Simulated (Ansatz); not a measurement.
TePb (Fm-3m), computed twice by G0W0.

It takes space group Fm-3m (No. 225, cubic). Conventional cell: a = 6.462 Å, b = 6.462 Å, c = 6.462 Å, α = 90.00°, β = 90.00°, γ = 90.00°. Nearest to Te lie 6 Pb at 3.23 Å. Nearest to Pb lie 6 Te at 3.23 Å. Farther neighbours and most contacts between anions are not listed.

```xyz
2
Lattice="0.0000 3.2310 3.2310 3.2310 0.0000 3.2310 3.2310 3.2310 0.0000" Properties=species:S:1:pos:R:3 pbc="T T T"
Te    3.2310    3.2310    3.2310
Pb    0.0000    0.0000    0.0000
```

The cell and positions come from the Crystallography Open Database and are kept as given unless a step says otherwise. Spin-orbit coupling is left out unless a run names it. PAW set soft_2, made with PBE.

The first (Ansatz 0.2.0; start PBE, 4×4×4 mesh, 433 empty bands, screening to 200 eV; 1 × NVIDIA H100 80GB HBM3 (shared by 6 runs) with 3 threads of AMD EPYC 7R13 (Zen 3), shared host) gave, on its mesh: starting gap 0.73 eV, G0W0 gap 1.02 eV, RPA ε∞ (mean) 39.06, 7 s.

The second gave: starting gap 0.73 eV, G0W0 gap 0.83 eV, RPA ε∞ (mean) 39.09, 4.9 s.

**Question.** What was changed in the input? Choose among start, files, mesh, bands and cutoff, frequency model or another key.

Changed: empty bands from 433 to 71 and screening cutoff (eV) from 200.0 to 60. The starting gap stayed, which rules out the functional and points to the GW step. Other changes could give like numbers; this is the one that was made.

Limits: not at the basis limit; model gap, bands may invert with spin-orbit coupling; mesh may overstate the screening; no spin-orbit coupling; coarse k mesh.

[Paths, hosts, dates, memory and timing lines, banners, echoed tables and standing remarks are left out of the program output.]

[Logs are printed without paths, hosts, clocks, repeated set-up lines and the standing remarks that a program may print on its own settings, such as how far it seeks lower states.]

[Runs of the session that timed out or met a known fault of the program may be left out.]

[Cells called generated may have been cut or substituted from an entry of the Crystallography Open Database or the Materials Project.]

[Hosts, paths, dates, database ids (printed as entryN), source tags and the programs' standing remarks are cut or masked in the printed files.]
